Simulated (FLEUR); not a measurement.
# Magnetic state of Fe (Iron-alpha) from several starts, part 2 of 2

Does Fe (Iron-alpha) prefer parallel or opposed moments?

FLEUR MaX-R8.1; PBEsol; all-electron FLAPW, Dirac cores, scalar-relativistic bands.

So far, largest spin moment in the muffin-tin sphere (μB): step 2 (run 1 (ferro +)) 2.27; step 3 (order 2, typed as antiferro q=(1/2,1/2,1/2) +-) 1.70.

## (4) Start 3: no spin polarisation

A spinless run gives the zero against which the gain from the moments is read.

The k list default-1 (kpts.xml, not shown) is a Γ-centred 18×18×18 mesh.

inp.xml

```
<?xml version="1.0" encoding="UTF-8" standalone="no"?>
<fleurInput fleurInputVersion="0.39">
   <comment>
      Fe
   </comment>
   <calculationSetup>
      <cutoffs Kmax="3.6" Gmax="10.8" GmaxXC="10.8" numbands="0"/>
      <scfLoop itmax="90" minDistance="0.00002" maxIterBroyd="15" imix="Anderson" alpha="0.05" precondParam="0.0" spinf="2.0" sdNocoIR="T"/>
      <coreElectrons ctail="T" frcor="F" kcrel="1" coretail_lmax="0"/>
      <xcFunctional name="PBEs" relativisticCorrections="F"/>
      <magnetism jspins="1"/>
      <soc l_soc="F" theta="0.0" phi="0.0" spav="F"/>
      <expertModes spex="0" secvar="F"/>
      <geometryOptimization l_f="F" forcealpha="1.0" forcemix="BFGS" epsdisp="0.00001" epsforce="0.00001"/>
      <ldaU l_linMix="F" mixParam="0.05" spinf="1.0"/>
   </calculationSetup>
   <cell>
      <bzIntegration valenceElectrons="16.0" mode="hist" fermiSmearingEnergy="0.00183747">
         <kPointListSelection listName="default-1"/>
         <xi:include xmlns:xi="http://www.w3.org/2001/XInclude" href="kpts.xml"> </xi:include>
      </bzIntegration>
      <xi:include xmlns:xi="http://www.w3.org/2001/XInclude" href="sym.xml"> </xi:include>
      <bulkLattice scale="1.0">
         <bravaisMatrix>
            <row-1>   -2.7084499680829497     2.7084499680829497     2.7084499680829497</row-1>
            <row-2>    2.7084499680829497    -2.7084499680829497     2.7084499680829497</row-2>
            <row-3>    2.7084499680829497     2.7084499680829497    -2.7084499680829497</row-3>
         </bravaisMatrix>
      </bulkLattice>
   </cell>
   <atomSpecies>
      <species name="Iron (Fe)" element="Fe" atomicNumber="26">
         <mtSphere radius="2.29" gridPoints="757" logIncrement="0.016"/>
         <atomicCutoffs lmax="8" lnonsphr="6"/>
         <electronConfig flipSpins="F">
            <coreConfig>(1s1/2) (2s1/2) (2p1/2) (2p3/2)</coreConfig>
            <valenceConfig>(3s1/2) (3p1/2) (3p3/2) (4s1/2) (3d3/2) (3d5/2)</valenceConfig>
            <stateOccupation state="(3d3/2)" spinUp="1.200000" spinDown="1.200000"/>
            <stateOccupation state="(3d5/2)" spinUp="1.800000" spinDown="1.800000"/>
         </electronConfig>
         <energyParameters s="4" p="4" d="3" f="4"/>
         <lo type="SCLO" l="0" n="3" eDeriv="0"/>
         <lo type="SCLO" l="1" n="3" eDeriv="0"/>
      </species>
   </atomSpecies>
   <atomGroups>
      <atomGroup species="Iron (Fe)">
         <relPos label="                   1">.0000000000 .0000000000 .0000000000</relPos>
         <force calculate="T" relaxXYZ="TTT"/>
      </atomGroup>
   </atomGroups>
   <output dos="F" band="F" slice="F">
      <bandDOS minEnergy="-.5*Htr" maxEnergy="0.5*Htr" sigma="0.015" storeEVData="T"/>
      <plotting iplot="0" polar="F">
         <plot TwoD="T" vec1="  1.0  0.0  0.0" vec2="  0.0  1.0  0.0" vec3="  0.0  0.0  1.0" zero="  0.0  0.0  0.0" file="plot"/>
      </plotting>
      <moessbauerParams electricFieldGradient="F" isomerShift="T" coreHyperfine="T" valenceHyperfine="T"/>
   </output>
</fleurInput>
```

crystal.txt

```
Fe
&input film=F cartesian=F /
-1.43325000000  1.43325000000  1.43325000000
1.43325000000  -1.43325000000  1.43325000000
1.43325000000  1.43325000000  -1.43325000000
1.8897261246
1.0 1.0 1.0

1
26 0.00000000000  0.00000000000  0.00000000000

&kpt div1=18 div2=18 div3=18 gamma=T /
```

Command:

```console
$ OMP_NUM_THREADS=1 inpgen -f crystal.txt > inpgen.log  # inp.xml is then edited as shown
$ OMP_NUM_THREADS=1 mpirun -n 4 fleur_MPI > fleur.log
```

What it wrote:

```text
[banner, memory and clock lines left out]
Welcome to FLEUR        (www.flapw.de)
      MaX-Release 8.1          (www.max-centre.eu)

 ========== k-point set info ==========
 Selected k-point list: default-1
 k-point list type: mesh
 0 x 0 x 0
 Number of k points: 196

 [... set-up left out ...]
 Iteration:     1   Distance:      15.84759060 me/bohr^3
 [... lines of the core solver left out ...]
 Iteration:     2   Distance:      13.39202212 me/bohr^3
 [... lines of the core solver left out ...]
 Iteration:     3   Distance:       5.73105021 me/bohr^3
[...]
<FermiEnergy value="0.3402227092" units="Htr"/>
         [... left out ...]
         <totalEnergy value="    -1271.6183790659" units="Htr">
            <sumOfEigenvalues value="     -735.1766439603">
               <coreElectrons value="-721.9380262568"/>
               <valenceElectrons value="-13.2386177035"/>
            </sumOfEigenvalues>
         [... left out ...]
            <freeEnergy value="-1271.6195338500"/>
            <extrapolationTo0K value="-1271.6189564580"/>
         </totalEnergy>
         <densityConvergence units="me/bohr^3">
            <chargeDensity spin="1" distance="0.0000081675"/>
         </densityConvergence>
      </iteration>
```

The job ended after 3.6 s (4 MPI ranks of Arm Neoverse V2, shared host; peak memory 0.15 GiB).

Read from the output:

```
free energy                                                       : -34602.5303 eV
program's band gap on this mesh (in a metal only a level spacing) : 0.008731 eV
final state                                                       : non-magnetic (no spin polarisation)
```

It lies 534 meV a seeded atom over the first start.

## (5) Energies of the orders

Free energies are divided by the number of seeded atoms, so that cells of unlike size compare. Wavevectors q in the names are fractions of the primitive cell's reciprocal vectors.

Orders:

| start | final state | typed order kept | energy over the lowest (meV a seeded atom) | largest sphere moment (μB) | net moment (μB a primitive cell) | mesh matched | CPU time (s) |
| --- | --- | --- | --- | --- | --- | --- | --- |
| ferro + | ferromagnetic | yes | 0 | 2.268 | 2.217 | yes | 31.6 |
| antiferro q=(1/2,1/2,1/2) +- | antiferromagnetic | yes | 446.2 | 1.704 | 0 | yes | 197.4 |
| no spin polarisation | non-magnetic | - | 534.1 | 0 | 0 | yes | 14.09 |

## (6) Spin–orbit coupling, moments along [001]

Spin–orbit coupling ties the spins to the lattice and lets orbital moments form.

A new self-consistent run of the start ferro +, with the moments along z.

inp.xml

```
<?xml version="1.0" encoding="UTF-8" standalone="no"?>
<fleurInput fleurInputVersion="0.39">
   <comment>
      Fe
   </comment>
   <calculationSetup>
      <cutoffs Kmax="3.6" Gmax="10.8" GmaxXC="10.8" numbands="36"/>
      <scfLoop itmax="90" minDistance="0.00002" maxIterBroyd="15" imix="Anderson" alpha="0.05" precondParam="0.0" spinf="2.0" sdNocoIR="T"/>
      <coreElectrons ctail="T" frcor="F" kcrel="1" coretail_lmax="0"/>
      <xcFunctional name="PBEs" relativisticCorrections="F"/>
      <magnetism jspins="2"/>
      <soc l_soc="T" theta="0.0" phi="0.0" spav="F"/>
      <expertModes spex="0" secvar="F"/>
      <geometryOptimization l_f="F" forcealpha="1.0" forcemix="BFGS" epsdisp="0.00001" epsforce="0.00001"/>
      <ldaU l_linMix="F" mixParam="0.05" spinf="1.0"/>
   </calculationSetup>
   <cell>
      <bzIntegration valenceElectrons="16.0" mode="hist" fermiSmearingEnergy="0.00183747">
         <kPointListSelection listName="default-1"/>
         <xi:include xmlns:xi="http://www.w3.org/2001/XInclude" href="kpts.xml"> </xi:include>
      </bzIntegration>
      <xi:include xmlns:xi="http://www.w3.org/2001/XInclude" href="sym.xml"> </xi:include>
      <bulkLattice scale="1.0">
         <bravaisMatrix>
            <row-1>   -2.7084499680829497     2.7084499680829497     2.7084499680829497</row-1>
            <row-2>    2.7084499680829497    -2.7084499680829497     2.7084499680829497</row-2>
            <row-3>    2.7084499680829497     2.7084499680829497    -2.7084499680829497</row-3>
         </bravaisMatrix>
      </bulkLattice>
   </cell>
   <atomSpecies>
      <species name="Iron (Fe) 2.800" element="Fe" atomicNumber="26">
         <mtSphere radius="2.29" gridPoints="757" logIncrement="0.016"/>
         <atomicCutoffs lmax="8" lnonsphr="6"/>
         <electronConfig flipSpins="F">
            <coreConfig>(1s1/2) (2s1/2) (2p1/2) (2p3/2)</coreConfig>
            <valenceConfig>(3s1/2) (3p1/2) (3p3/2) (4s1/2) (3d3/2) (3d5/2)</valenceConfig>
            <stateOccupation state="(3d3/2)" spinUp="1.4" spinDown="1.0"/>
            <stateOccupation state="(3d5/2)" spinUp="3.0" spinDown="0.6"/>
         </electronConfig>
         <energyParameters s="4" p="4" d="3" f="4"/>
         <lo type="SCLO" l="0" n="3" eDeriv="0"/>
         <lo type="SCLO" l="1" n="3" eDeriv="0"/>
      </species>
   </atomSpecies>
   <atomGroups>
      <atomGroup species="Iron (Fe) 2.800">
         <relPos label="                   1">.0000000000 .0000000000 .0000000000</relPos>
         <force calculate="T" relaxXYZ="TTT"/>
      </atomGroup>
   </atomGroups>
   <output dos="F" band="F" slice="F">
      <bandDOS minEnergy="-.5*Htr" maxEnergy="0.5*Htr" sigma="0.015" storeEVData="T"/>
      <plotting iplot="0" polar="F">
         <plot TwoD="T" vec1="  1.0  0.0  0.0" vec2="  0.0  1.0  0.0" vec3="  0.0  0.0  1.0" zero="  0.0  0.0  0.0" file="plot"/>
      </plotting>
      <moessbauerParams electricFieldGradient="F" isomerShift="T" coreHyperfine="T" valenceHyperfine="T"/>
   </output>
</fleurInput>
```

crystal.txt

```
Fe
&input film=F cartesian=F /
-1.43325000000  1.43325000000  1.43325000000
1.43325000000  -1.43325000000  1.43325000000
1.43325000000  1.43325000000  -1.43325000000
1.8897261246
1.0 1.0 1.0

1
26 0.00000000000  0.00000000000  0.00000000000 : 2.800

&soc 0.0000000 0.0000000 /
&kpt div1=18 div2=18 div3=18 gamma=T /
```

What it wrote:

```text
[banner, memory and clock lines left out]
Welcome to FLEUR        (www.flapw.de)
      MaX-Release 8.1          (www.max-centre.eu)

 ========== k-point set info ==========
 Selected k-point list: default-1
 k-point list type: mesh
 18 x 18 x 18
 Number of k points: 780

 [... set-up left out ...]
 Iteration:     1   Distance:      12.26896563 me/bohr^3
 [... lines of the core solver left out ...]
 Iteration:     2   Distance:      10.51942496 me/bohr^3
 [... lines of the core solver left out ...]
 Iteration:     3   Distance:       6.52703349 me/bohr^3
 [... lines of the core solver left out ...]
 Iteration:     4   Distance:       5.89355164 me/bohr^3
 [... lines of the core solver left out ...]
 Iteration:     5   Distance:       2.68681791 me/bohr^3
 [... lines of the core solver left out ...]
 Iteration:     6   Distance:       2.52517686 me/bohr^3
 [... lines of the core solver left out ...]
 Iteration:     7   Distance:       1.54077172 me/bohr^3
 [... lines of the core solver left out ...]
 Iteration:     8   Distance:       1.19957876 me/bohr^3
 [... lines of the core solver left out ...]
 Iteration:     9   Distance:       0.17080333 me/bohr^3
 [... lines of the core solver left out ...]
 Iteration:    10   Distance:       0.04032327 me/bohr^3
 [... lines of the core solver left out ...]
 Iteration:    11   Distance:       0.03609146 me/bohr^3
 [... lines of the core solver left out ...]
 Iteration:    12   Distance:       0.01838806 me/bohr^3
 [... lines of the core solver left out ...]
 Iteration:    13   Distance:       0.00690000 me/bohr^3
 [... lines of the core solver left out ...]
[... rest left out ...]

--- out.xml (last complete iteration) ---
<iteration numberForCurrentRun="   21" overallNumber="   21">
         [... left out ...]
         <bandgap value="0.0010911759" units="eV"/>
         <sumValenceSingleParticleEnergies value="-13.1798697646" units="Htr"/>
         <FermiEnergy value="0.3375308305" units="Htr"/>
         [... left out ...]
         <magneticMomentsInMTSpheres units="muBohr">
            <globalMagMoment atomType="1" vec="0.00000   0.00000   2.26689"/>
         </magneticMomentsInMTSpheres>
         <orbitalMomentsInMTSpheres units="muBohr">
            <globalMagMoment atomType="1" vec="0.00000   0.00000   0.04636"/>
         </orbitalMomentsInMTSpheres>
         [... left out ...]
         <totalEnergy value="    -1271.6394712888" units="Htr">
            <sumOfEigenvalues value="     -734.9675179868">
               <coreElectrons value="-721.7876482221"/>
               <valenceElectrons value="-13.1798697646"/>
            </sumOfEigenvalues>
         [... left out ...]
            <freeEnergy value="-1271.6397758839"/>
            <extrapolationTo0K value="-1271.6396235863"/>
         </totalEnergy>
         <densityConvergence units="me/bohr^3">
            <chargeDensity spin="1" distance="0.0000117441"/>
            <chargeDensity spin="2" distance="0.0000063298"/>
            <overallChargeDensity distance="0.0000123713"/>
            <spinDensity distance="0.0000142455"/>
         </densityConvergence>
      </iteration>
```

Elapsed: 62 s, on 4 MPI ranks; peak memory 0.33 GiB; 4.1 min of CPU time.

Read from the output:

```yaml
free_energy: -34603.0811 eV
program_s_band_gap_on_this_mesh_in_a_metal_only_a_level_spacing: 0.001091 eV
magnetization: 2.216 μB
final_state: ferromagnetic
largest_moment: 2.267 μB
orbital_moment_along_the_spin: 0.04636 μB
```

Orbital moment in the sphere, along the spin axis by atom:

| atom | orbital moment in the sphere, along the spin axis (μB) |
| --- | --- |
| Fe1 | 0.0464 |

Fields along z, the direction of positive moments; semicore shells count as valence. Hyperfine fields at the nuclei:

| atom | core contact (T) | valence contact (T) | dipolar (T) | orbital (T) | sum (T) | density at the nucleus (e/bohr³) |
| --- | --- | --- | --- | --- | --- | --- |
| Fe1 | -58.62 | 27.66 | 0.01018 | 2.397 | -28.55 | 15120 |

## (7) Outcome

```json
{"lowest state found": "ferromagnetic (typed ferro +)", "largest site spin moment": "2.27 μB", "next finished state": "antiferromagnetic, 446 meV a seeded atom higher", "energy gained by spin polarisation": "534 meV a seeded atom", "hyperfine field at Fe1, along its moment": "-28.6 T", "orbital moment on the atom of largest spin, along its spin (spin–orbit run)": "0.0464 μB"}
```

What this shows: The lowest state found is ferromagnetic, reached from the start ferro +, with moments up to 2.27 μB. The next finished state costs 446 meV a seeded atom. At Fe1 the core shells give -58.6 T and the valence and semicore s states 27.7 T along the moment, -13.7 T per μB together; orbital and dipolar parts add 2.4 T. Semilocal functionals tend to give too weak a core polarisation. On the atom of largest spin the orbital moment is almost quenched. This is the lowest of 3 finished starts, no proof of the ground state.

[Logs and program files are shortened in this print: banners, set-up blocks, solver, clock and traceback lines can be left out without a mark of their own.]

[Logs are printed without paths, hosts, clocks, repeated set-up lines and the standing remarks that a program may print on its own settings, such as how far it seeks lower states.]

[Hosts, paths, dates, database ids (printed as entryN), source tags and the programs' standing remarks are cut or masked in the printed files.]

[Where a cell is said to come from a database of computed structures, the database is the Materials Project.]
